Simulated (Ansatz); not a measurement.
## VBiO4 (I4_1/a): G0W0 under other settings

A base run on VBiO4 (I4_1/a), then changed inputs.

Calculated with Ansatz 0.2.0; G0W0 on PBE, plane waves, PAW; PAW set soft_1.

## 1. The structure

Symmetry: I4_1/a, No. 88, tetragonal system. The conventional cell has a = 5.122 Å, b = 5.122 Å, c = 11.592 Å, α = 90.00°, β = 90.00°, γ = 90.00°. V has 4 O at 1.73 Å nearest. Nearest to Bi lie 8 O at 2.42 to 2.47 Å. Nearest to O lie 1 V at 1.73 Å and 2 Bi at 2.42 to 2.47 Å. Farther neighbours and most contacts between anions are not listed.

The cell and positions are those that the Materials Project relaxed with its own functionals (PBE, PBE+U or r2SCAN), kept fixed. Spin-orbit coupling is left out unless a step names it.

## 2. The base run: 4×4×4 mesh, 345 empty bands, screening to 100 eV, PAW set soft_1 files

G0W0 replaces the xc potential by the self-energy, built once from these orbitals. Only a window of levels is corrected, while the sums run over the empty bands that the input names. This step takes PAW set soft_1 files.

input.yaml

```yaml
crystal:
  lattice:
    - [-2.56105292, 2.56105292, 5.7960647]
    - [2.56105292, -2.56105292, 5.7960647]
    - [2.56105292, 2.56105292, -5.7960647]
  atoms:
    - { symbol: V, position: [0.5, 0.5, 0.0] }
    - { symbol: V, position: [0.25, 0.75, 0.5] }
    - { symbol: Bi, position: [0.0, 0.0, 0.0] }
    - { symbol: Bi, position: [0.75, 0.25, 0.5] }
    - { symbol: O, position: [0.17085109, 0.56190276, 0.89100626] }
    - { symbol: O, position: [0.31190276, 0.9208965, 0.89105167] }
    - { symbol: O, position: [0.02984483, 0.42085109, 0.10894833] }
    - { symbol: O, position: [0.6708965, 0.27984483, 0.10899374] }
    - { symbol: O, position: [0.0791035, 0.97015517, 0.39100626] }
    - { symbol: O, position: [0.72015517, 0.82914891, 0.39105167] }
    - { symbol: O, position: [0.57914891, 0.68809724, 0.60899374] }
    - { symbol: O, position: [0.43809724, 0.3291035, 0.60894833] }
kpoints:
  mp_grid: { grid: [4, 4, 4] }
hamiltonian:
  xc: pbe
  pseudopotentials: { kind: paw, azcp: { folder: soft_1 } }
scf:
  occupations: { method: fixed }
gw:
  n_empty_bands: 345
  ecut_chi: 100
  qp_bands: [v4, c4]
  qp_kpoints: band_edges
  screening: { model: contour_deformation }
```

Started as:

```console
$ ansatz run input.yaml --threads 3 --pin off --max-ram 92160MiB --backend cuda --events-out ev --progress --plain --runs-dir out --devices 1 --max-vram 13GiB
```

Numbers of over 12 decimals in the logs are rounded to 6 here.

The log of the run:

```text
GPUs: using 1 of 1 available (devices: 1).
Engine: ansatz 0.2.0, x86_64-unknown-linux-gnu
Pseudopotentials: kind: paw
Pseudopotential: V, paw, valence charge 13, recommended cutoff 420 eV (normal), soft_1/V.paw.azcp
Pseudopotential: Bi, paw, valence charge 15, recommended cutoff 420 eV (normal), soft_1/Bi.paw.azcp
Pseudopotential: O, paw, valence charge 6, recommended cutoff 420 eV (normal), soft_1/O.paw.azcp
Functional definition: PBE
  parameter kappa = 0.804
  parameter beta = 0.066725
  exchange = pbe_x(kappa = kappa, mu = beta*pi^2/3)
  correlation = pbe_c(beta = beta)
device memory: the entry about to start is reckoned to put 4.2 GiB on a device that reports 49.1 GiB free (of which the cap on the GPU budget leaves the run 13.0 GiB)
GPU FFT provider: cuFFT
GPU libraries: cuBLAS 13.8.2, cuFFT 12.4.0, cuSOLVER 12.3.4
Crystal: 12 atoms, lattice volume = 152.065 Å³
Basis set: ecut = 420 eV, 2995 PW (Γ)
Bands: 64, of which v1, the nominal top of the filled ones, is band 52 counted from 1 (51 counted from 0)
Symmetry: 8 space group operations
Space group: I41/a (ITA 88), of the structure as read, at distance tolerance 5.3e-5 Å
k-points: 14 of 64
Non-local potential: V, projectors of the file, l = 0: 3, l = 1: 2, l = 2: 3, l = 3: 1
Non-local potential: Bi, projectors of the file, l = 0: 2, l = 1: 2, l = 2: 2, l = 3: 1
Non-local potential: O, projectors of the file, l = 0: 2, l = 1: 2, l = 2: 1
PAW form: soft (Blöchl's): semilocal exchange-correlation on the pseudo side does not see the compensation charge
PAW one-centre angular grid: V, 590 points (default); XC on 64 Gauss nodes
PAW one-centre angular grid: Bi, 590 points (default); XC on 64 Gauss nodes
PAW one-centre angular grid: O, 110 points (default); XC on 64 Gauss nodes
Initial density: superposition of atomic densities (chi_scale 0.1, normalization cell, long waves kept (reshape's long-wave potential 0.01 eV rms))
Initial wavefunctions: pseudopotential atomic-orbital guess
GPU buffer pool allocated for 110592 grid points (all kernels)
GPU transforms: local potential and band sums: pruned to the plane-wave sphere, on 45×45×45
Functional: x = pbe(κ = 0.804, μ = 0.219515), c = pbe(β = 0.066725)
SCF iter   1: F=—  HF=-35169.242722 eV  |F-HF|=—  |Δ(HF+E_count)|=         —  Δρ=7.90e-2  dr2=1.66e1  ethr=3.10e-3  ⟨swp⟩=4.0  Hψ=2631  notcnv=0  defer=110
preconditioner: auto → Resta (q_TF=auto, 2.561 Å⁻¹)  ε∞=5.5  [insulator: Δε(μ)=1.398 eV  Ē_g=13.342 eV  n_scr=36 (ndim 8)  ℏωp=28.2 eV  f_vac=0.000  ε∞_Penn≈5.5]
SCF iter   2: F=—  HF=-35167.738403 eV  |F-HF|=—  |Δ(HF+E_count)|=    1.50e0  Δρ=7.33e-2  dr2=8.02e0  ethr=3.10e-3  ⟨swp⟩=3.0  Hψ=2186  notcnv=0  defer=122
[...]
NSCF: frozen V_eff on 1 k-points
SCF converged after 10 iterations
Free energy (F): -35166.499152 eV
Harris-Foulkes:  -35166.499152 eV  (|F-HF|=1.86e-8)
Internal energy: -35166.499152 eV  (E = F + TS)
E sigma→0 (E₀):  -35166.499152 eV
Fermi energy:    8.798492 eV
--- Per-component energies (eV) ---
  E_band       = -668.444450
  E_kinetic    = 2434.352175
  E_local      = -7668.920680  (includes V_loc(G=0)·N_el)
  E_nonlocal   = 1393.957771
  E_hartree    = 2898.160599
  E_xc         = -1109.836961
  E_vxc        = -1287.635002  (∫ρ·V_xc dr)
  E_paw        = -24863.627770  (= ΣΔE_a)
  E_vpaw       = -1336.521285  (= ΣTr[D̂ρ^β])
  E_aug_tail   = 0.008582  (compensation charges beyond the density's cutoff)
  E_ewald      = -8250.592868
  E_smearing   = -0.000000  (= −TS)
  E_closure    = -0.000000  (closes the sum)
  Σ components = -35166.499152   (vs F -35166.499152, Δ=0.00e0)
--- Band table (eV; the first three rows and the last of 14) ---
  k-point 0: bands = [... 48 lower, 7.8973, 8.1675, 8.1675, 8.3826, 11.2350, 11.6956, 11.9455, 12.2137, ... 8 higher]
  k-point 1: bands = [... 48 lower, 7.7335, 7.8526, 8.2473, 8.7475, 11.4027, 11.4819, 11.5959, 11.9156, ... 8 higher]
  k-point 2: bands = [... 48 lower, 7.9235, 7.9235, 8.5614, 8.5614, 11.6199, 11.6199, 11.8655, 11.8655, ... 8 higher]
  k-point 13: bands = [... 48 lower, 7.8879, 7.8879, 8.1049, 8.1049, 11.7739, 11.7739, 11.8534, 11.8534, ... 8 higher]
--- G₀W₀: contour deformation, 6 samples at zero and on the imaginary axis and 1 off it, 64 q-points, 345 empty bands' worth ---
  eigenvalues of the whole cell's RPA ε∞ on this k-mesh (on a slab, of 1 + 4πα/V) = 6.0993, 7.3148, 7.3148; static W/v taken at q = 0 is 0.143344
  bands read: the sum over 397 bands ends inside a degenerate multiplet in 4 slots, whose members it reads at an even weight; the widest, k=2: bands 397 to 398 (counted from 1) at 1/2 each
  gw.qp_kpoints: band_edges: 14 of 14 stored k-points solved, in 1 pass; an edge of the gap read off the rows below is read off those points alone
    ik  band        ε_KS         Σx   Σc(E_QP)       V_xc       Z   E_QP_lin       E_QP  E_QP is
     0    49      7.8973   -23.7982     3.3573   -20.3640  0.7242     7.8203     7.8204  root
     0    50      8.1675   -25.6311     4.8804   -20.5799  0.7098     7.9961     7.9967  root
     0    51      8.1675   -25.6311     4.8804   -20.5799  0.7098     7.9961     7.9967  root
     0    52      8.3826   -25.8368     4.3859   -21.3616  0.7219     8.2931     8.2933  root
     0    53     11.2350   -15.9519    -5.8125   -23.0568  0.7218    12.5664    12.5274  root
     0    54     11.6956   -16.6054    -5.8203   -23.7569  0.7158    13.0722    13.0268  root
     0    55     11.9455   -17.2094    -6.3310   -24.8968  0.6850    13.3742    13.3018  root
     0    56     12.2137   -17.4396    -6.2052   -24.9346  0.6838    13.5804    13.5036  root
[...]
13    53     11.7739   -17.0069    -6.1877   -24.5359  0.6945    13.1772    13.1152  root
    13    54     11.7739   -17.0069    -6.1877   -24.5359  0.6945    13.1772    13.1152  root
    13    55     11.8534   -16.8140    -6.0908   -24.2603  0.7026    13.2645    13.2090  root
    13    56     11.8534   -16.8140    -6.0908   -24.2603  0.7026    13.2645    13.2090  root
```

It took 72 s on 1 × NVIDIA H100 80GB HBM3 (shared by 6 runs) with 3 threads of AMD EPYC 7R13 (Zen 3), shared host; peak memory 1.7 GiB.

In the SCF lines HF is the Harris–Foulkes energy and dr2 the Hartree energy of the density residual, in eV; the loop may stop once dr2 is under the threshold and the program's other checks hold. Hψ counts applications of the Hamiltonian.

Numbers from this step:

```yaml
bands_summed: 397
rpa_eps_infinity_on_this_mesh_eigenvalues: 6.099, 7.315, 7.315
plane_waves_in_the_screening_matrix: 353
q_points_in_the_mesh: 64
g0w0_gap_on_the_mesh: 3.494 eV
k_of_the_valence_top: 0, 0.25, 0.25
k_of_the_conduction_bottom: 0, -0.5, 0
starting_gap_on_the_mesh: 2.217 eV
z_at_the_valence_top: 0.7374
z_at_the_conduction_bottom: 0.7191
least_direct_g0w0_gap_on_the_computed_points: 3.495 eV
```

The gap on the mesh goes from 2.22 eV to 3.49 eV, a correction of +1.28 eV. Between the two edge states, bare exchange in place of the xc potential would open the gap by 10.53 eV, and correlation takes back 9.25 eV.

## 3. Variant: low screening cutoff

input.yaml: that of step 2 with these lines changed.

```diff
@@ -26,4 +26,4 @@
 gw:
-  n_empty_bands: 345
-  ecut_chi: 100
+  n_empty_bands: 453
+  ecut_chi: 40
   qp_bands: [v4, c4]
```

The log of the run:

```text
GPUs: using 1 of 1 available (devices: 1).
[...]
GPU FFT provider: cuFFT
GPU libraries: cuBLAS 13.8.2, cuFFT 12.4.0, cuSOLVER 12.3.4
Crystal: 12 atoms, lattice volume = 152.065 Å³
Basis set: ecut = 420 eV, 2995 PW (Γ)
Bands: 64, of which v1, the nominal top of the filled ones, is band 52 counted from 1 (51 counted from 0)
Symmetry: 8 space group operations
[...]
k-points: 14 of 64
[...]
GPU buffer pool allocated for 110592 grid points (all kernels)
[...]
SCF iter   1: F=—  HF=-35169.242722 eV  |F-HF|=—  |Δ(HF+E_count)|=         —  Δρ=7.90e-2  dr2=1.66e1  ethr=3.10e-3  ⟨swp⟩=4.0  Hψ=2631  notcnv=0  defer=110
[...]
SCF iter  10: F=-35166.499152 eV  HF=-35166.499152 eV  |F-HF|=1.86e-8  |Δ(HF+E_count)|=   2.33e-7  Δρ=4.03e-6  dr2=2.95e-8  ethr=9.62e-11  ⟨swp⟩=9.2  Hψ=3044  notcnv=0
SCF 1 converged in 10 iterations: F = -35166.499152 eV  dr2 = 2.95e-8
[...]
NSCF: frozen V_eff on 14 k-points
[...]
G₀W₀ screening: q 1/14
[... further progress lines ...]
[...]
SCF converged after 10 iterations
Free energy (F): -35166.499152 eV
[...]
Internal energy: -35166.499152 eV  (E = F + TS)
E sigma→0 (E₀):  -35166.499152 eV
Fermi energy:    8.798492 eV
[...]
--- Band table (eV; the first three rows and the last of 14) ---
  k-point 0: bands = [... 48 lower, 7.8973, 8.1675, 8.1675, 8.3826, 11.2350, 11.6956, 11.9455, 12.2137, ... 8 higher]
  k-point 1: bands = [... 48 lower, 7.7335, 7.8526, 8.2473, 8.7475, 11.4027, 11.4819, 11.5959, 11.9156, ... 8 higher]
[...]
0    54     11.6956   -16.6054    -5.5144   -23.7569  0.7297    13.4108    13.3327  root
     0    55     11.9455   -17.2094    -6.0075   -24.8968  0.7024    13.7480    13.6253  root ?
     0    56     12.2137   -17.4396    -5.8708   -24.9346  0.7014    13.9526    13.8379  root ?
     1    49      7.7335   -25.2343     4.8611   -20.1320  0.7172     7.4909     7.4923  root
     1    50      7.8526   -25.5543     4.9374   -20.3896  0.7186     7.6241     7.6253  root
[...]
1    56     11.9156   -16.9741    -5.7358   -24.3645  0.7143    13.6705    13.5702  root ?
[...]
4    56     11.8595   -16.8502    -5.7874   -24.2983  0.7140    13.6209    13.5201  root ?
[...]
7    56     12.0222   -17.0595    -5.7426   -24.4635  0.7131    13.7857    13.6837  root ?
[...]
9    55     11.8455   -17.0179    -5.9790   -24.6788  0.7071    13.6424    13.5274  root ?
     9    56     12.2106   -17.3808    -5.9479   -25.0006  0.7034    14.0013    13.8825  root ?
[...]
10    56     12.0122   -17.0528    -5.8225   -24.5507  0.7124    13.7920    13.6876  root ?
[...]
12    54     11.6983   -16.8465    -5.7860   -24.2806  0.7134    13.4464    13.3464  root ?
    12    55     11.9007   -16.9267    -5.9153   -24.5381  0.7125    13.7030    13.5967  root ?
[...]
13    51      8.1049   -25.6322     4.8052   -20.6261  0.7217     7.9031     7.9040  root
    13    52      8.1049   -25.6322     4.8052   -20.6261  0.7217     7.9031     7.9040  root
    13    53     11.7739   -17.0069    -5.8635   -24.5359  0.7111    13.5481    13.4393  root ?
    13    54     11.7739   -17.0069    -5.8635   -24.5359  0.7111    13.5481    13.4393  root ?
    13    55     11.8534   -16.8140    -5.7822   -24.2603  0.7171    13.6144    13.5175  root
    13    56     11.8534   -16.8140    -5.7822   -24.2603  0.7171    13.6144    13.5175  root
```

Elapsed: 58 s, on 1 × NVIDIA H100 80GB HBM3 (shared by 6 runs) with 3 threads; peak memory 1.7 GiB.

Against the base:

```tsv
setting	base	variant
empty bands	345	453
screening cutoff (eV)	100	40
```

```tsv
quantity	variant	base
starting gap on the mesh	2.217	2.217
G0W0 gap on the mesh	3.782	3.494
least direct G0W0 gap on the computed points	3.783	3.495
Z at the valence top	0.751	0.737
Z at the conduction bottom	0.733	0.719
```

## 4. Variant: all filled levels at the zone centre

input.yaml: that of step 3 with these lines changed.

```diff
@@ -26,6 +26,6 @@
 gw:
-  n_empty_bands: 453
-  ecut_chi: 40
-  qp_bands: [v4, c4]
-  qp_kpoints: band_edges
+  n_empty_bands: 345
+  ecut_chi: 100
+  qp_bands: [lowest, c2]
+  qp_kpoints: [[0, 0, 0]]
   screening: { model: contour_deformation }
```

The log of the run:

```text
GPUs: using 1 of 1 available (devices: 1).
[...]
GPU FFT provider: cuFFT
GPU libraries: cuBLAS 13.8.2, cuFFT 12.4.0, cuSOLVER 12.3.4
Crystal: 12 atoms, lattice volume = 152.065 Å³
Basis set: ecut = 420 eV, 2995 PW (Γ)
Bands: 64, of which v1, the nominal top of the filled ones, is band 52 counted from 1 (51 counted from 0)
Symmetry: 8 space group operations
[...]
k-points: 14 of 64
[...]
GPU buffer pool allocated for 110592 grid points (all kernels)
[...]
SCF iter   1: F=—  HF=-35169.242722 eV  |F-HF|=—  |Δ(HF+E_count)|=         —  Δρ=7.90e-2  dr2=1.66e1  ethr=3.10e-3  ⟨swp⟩=4.0  Hψ=2631  notcnv=0  defer=110
[...]
SCF iter  10: F=-35166.499152 eV  HF=-35166.499152 eV  |F-HF|=1.86e-8  |Δ(HF+E_count)|=   2.33e-7  Δρ=4.03e-6  dr2=2.95e-8  ethr=9.62e-11  ⟨swp⟩=9.2  Hψ=3044  notcnv=0
SCF 1 converged in 10 iterations: F = -35166.499152 eV  dr2 = 2.95e-8
[...]
G₀W₀ screening: q 1/14
[... further progress lines ...]
[...]
SCF converged after 10 iterations
Free energy (F): -35166.499152 eV
[...]
Internal energy: -35166.499152 eV  (E = F + TS)
E sigma→0 (E₀):  -35166.499152 eV
Fermi energy:    8.798492 eV
[...]
--- Band table (eV; the first three rows and the last of 14) ---
  k-point 0: bands = [... 48 lower, 7.8973, 8.1675, 8.1675, 8.3826, 11.2350, 11.6956, 11.9455, 12.2137, ... 8 higher]
  k-point 1: bands = [... 48 lower, 7.7335, 7.8526, 8.2473, 8.7475, 11.4027, 11.4819, 11.5959, 11.9156, ... 8 higher]
[...]
0     5    -29.3521   -43.2324    11.4102   -31.2303  0.6266   -29.9458   -29.9440  root
     0     6    -29.3521   -43.2324    11.4102   -31.2303  0.6266   -29.9458   -29.9440  root
     0     7    -29.3320   -43.1703    11.3848   -31.2519  0.6190   -29.8699   -29.8656  root
     0     8    -29.3206   -43.1865    11.3724   -31.2811  0.6199   -29.8575   -29.8536  root
     0     9    -13.1369   -42.9971     6.6424   -33.9624  0.7501   -15.7569   -15.5292  root ?
     0    10    -13.0857   -43.1128     6.5080   -34.1628  0.7534   -15.7591   -15.5277  root ?
     0    11    -13.0857   -43.1128     6.5080   -34.1628  0.7534   -15.7591   -15.5277  root ?
     0    12    -13.0751   -43.2193     6.5173   -34.2579  0.7512   -15.7475   -15.5192  root ?
     0    13    -13.0710   -43.0880     6.4942   -34.1598  0.7551   -15.7421   -15.5050  root ?
     0    14    -13.0572   -43.1786     6.5131   -34.2273  0.7562   -15.7319   -15.4954  root ?
     0    15    -13.0572   -43.1786     6.5131   -34.2273  0.7562   -15.7319   -15.4954  root ?
     0    16    -13.0570   -43.2149     6.3653   -34.3983  0.7501   -15.7385   -15.5083  root ?
     0    17    -13.0515   -43.2280     6.3653   -34.4095  0.7500   -15.7344   -15.5047  root ?
     0    18    -13.0251   -43.2721     6.4033   -34.3994  0.7556   -15.7293   -15.4944  root ?
     0    19     -9.3170   -31.7444    10.7582   -20.2889  0.5966   -10.0683   -10.0143  root ?
     0    20     -8.1683   -33.3807    10.4434   -22.0630  0.6934    -9.0692    -9.0426  root
     0    21     -7.7999   -33.8481    10.3123   -22.6347  0.6939    -8.7167    -8.7010  root
[...]
0    51      8.1675   -25.6311     4.8804   -20.5799  0.7098     7.9961     7.9967  root
     0    52      8.3826   -25.8368     4.3859   -21.3616  0.7219     8.2931     8.2933  root
     0    53     11.2350   -15.9519    -5.8125   -23.0568  0.7218    12.5664    12.5274  root
     0    54     11.6956   -16.6054    -5.8203   -23.7569  0.7158    13.0722    13.0268  root
```

It took 39 s on 1 × NVIDIA H100 80GB HBM3 (shared by 6 runs) with 3 threads; peak memory 1.6 GiB; 67 s of CPU time.

Absolute levels on the run's own zero. QP, by row, the first 40 of 54 rows:

```tsv
k index	band	KS (eV)	Sigma_x (eV)	Sigma_c (eV)	Vxc (eV)	Z	QP linearised (eV)	QP (eV)	source	doubts
0	1	-55.41	-51.91	16.57	-33.63	0.5755	-57.21	-57.12	root	z_under_floor
0	2	-55.41	-51.91	16.57	-33.63	0.5754	-57.2	-57.12	root	z_under_floor
0	3	-29.35	-43.23	11.41	-31.23	0.6267	-29.95	-29.95	root	
0	4	-29.35	-43.23	11.41	-31.23	0.6267	-29.95	-29.95	root	
0	5	-29.35	-43.23	11.41	-31.23	0.6266	-29.95	-29.94	root	
0	6	-29.35	-43.23	11.41	-31.23	0.6266	-29.95	-29.94	root	
0	7	-29.33	-43.17	11.38	-31.25	0.619	-29.87	-29.87	root	
0	8	-29.32	-43.19	11.37	-31.28	0.6199	-29.86	-29.85	root	
0	9	-13.14	-43	6.642	-33.96	0.7501	-15.76	-15.53	root	energies_apart
0	10	-13.09	-43.11	6.508	-34.16	0.7534	-15.76	-15.53	root	energies_apart
0	11	-13.09	-43.11	6.508	-34.16	0.7534	-15.76	-15.53	root	energies_apart
0	12	-13.08	-43.22	6.517	-34.26	0.7512	-15.75	-15.52	root	energies_apart
0	13	-13.07	-43.09	6.494	-34.16	0.7551	-15.74	-15.51	root	energies_apart
0	14	-13.06	-43.18	6.513	-34.23	0.7562	-15.73	-15.5	root	energies_apart
0	15	-13.06	-43.18	6.513	-34.23	0.7562	-15.73	-15.5	root	energies_apart
0	16	-13.06	-43.21	6.365	-34.4	0.7501	-15.74	-15.51	root	energies_apart
0	17	-13.05	-43.23	6.365	-34.41	0.75	-15.73	-15.5	root	energies_apart
0	18	-13.03	-43.27	6.403	-34.4	0.7556	-15.73	-15.49	root	energies_apart
0	19	-9.317	-31.74	10.76	-20.29	0.5966	-10.07	-10.01	root	z_under_floor
0	20	-8.168	-33.38	10.44	-22.06	0.6934	-9.069	-9.043	root	
0	21	-7.8	-33.85	10.31	-22.63	0.6939	-8.717	-8.701	root	
0	22	-7.8	-33.85	10.31	-22.63	0.6939	-8.717	-8.701	root	
0	23	-7.73	-33.97	10.41	-22.65	0.6726	-8.652	-8.637	root	
0	24	-7.601	-33.96	10.3	-22.78	0.6837	-8.495	-8.49	root	
0	25	-7.601	-33.96	10.3	-22.78	0.6837	-8.495	-8.49	root	
0	26	-7.567	-34.24	10.28	-23.11	0.6724	-8.418	-8.422	root	
0	27	-0.9503	-22.06	4.81	-16.64	0.733	-1.594	-1.565	root	
0	28	0.007	-23.28	4.563	-18.09	0.7421	-0.6335	-0.6164	root	
0	29	3.495	-24.4	5.364	-18.87	0.6487	3.336	3.336	root	
0	30	4.082	-23.95	5.287	-18.44	0.6645	3.856	3.858	root	
0	31	4.082	-23.95	5.287	-18.44	0.6645	3.856	3.858	root	
0	32	4.122	-23.44	5.643	-17.59	0.6644	3.911	3.912	root	
0	33	4.832	-23.17	5.54	-17.36	0.6208	4.558	4.558	root	
0	34	5.261	-25.08	4.696	-20.28	0.6781	5.158	5.158	root	
0	35	5.261	-25.08	4.696	-20.28	0.6781	5.158	5.158	root	
0	36	5.547	-24.75	5.227	-19.25	0.6722	5.274	5.277	root	
0	37	5.569	-26.83	4.85	-21.96	0.6835	5.54	5.54	root	
0	38	5.904	-24.69	4.912	-19.58	0.6763	5.703	5.705	root	
0	39	5.904	-24.69	4.912	-19.58	0.6763	5.703	5.705	root	
0	40	5.983	-24.67	4.557	-19.98	0.6696	5.857	5.857	root
```

Against the base:

```tsv
setting	base	variant
levels asked	v4 to c4	lowest to c2
points asked	band edges	[[0, 0, 0]]
```

## 5. Results

| Property | Result |
| --- | --- |
| base | 3.49 eV, 72 s |
| low screening cutoff | 3.78 eV, 58 s |
| all filled levels at the zone centre | direct gap at the listed points 4.23 eV, 39 s |

What this shows: Low screening cutoff: the gap moves by +0.29 eV; such settings are too crude to quote. The variant differs from the base in empty bands and screening cutoff together, so the change can't be laid to one of them. All filled levels at the zone centre: only the listed points were computed; the least direct gap there is 4.23 eV, with levels asked and points asked changed against the base. All runs here use a coarse mesh and modest cutoffs; they test settings and are not final values. Where an edge is built on 6p states of lead, bismuth or thallium, scalar-relativistic gaps usually stand too wide, by a few tenths to over one eV. The runs have no spin polarisation. For a closed low-spin shell that is the natural state; where a d or f shell is open it is a constraint, and the gap is then not the crystal's own. With d states at the gap, one-shot GW leans hard on its start. The many-body steps are scalar-relativistic: spin-orbit coupling is not in them.

[Paths, hosts, dates, memory and timing lines, banners, echoed tables and standing remarks are left out of the program output.]

[Logs are printed without paths, hosts, clocks, repeated set-up lines and the standing remarks that a program may print on its own settings, such as how far it seeks lower states.]

[Runs of the session that timed out or met a known fault of the program may be left out.]

[Cells called generated may have been cut or substituted from an entry of the Crystallography Open Database or the Materials Project.]

[Hosts, paths, dates, database ids (printed as entryN), source tags and the programs' standing remarks are cut or masked in the printed files.]
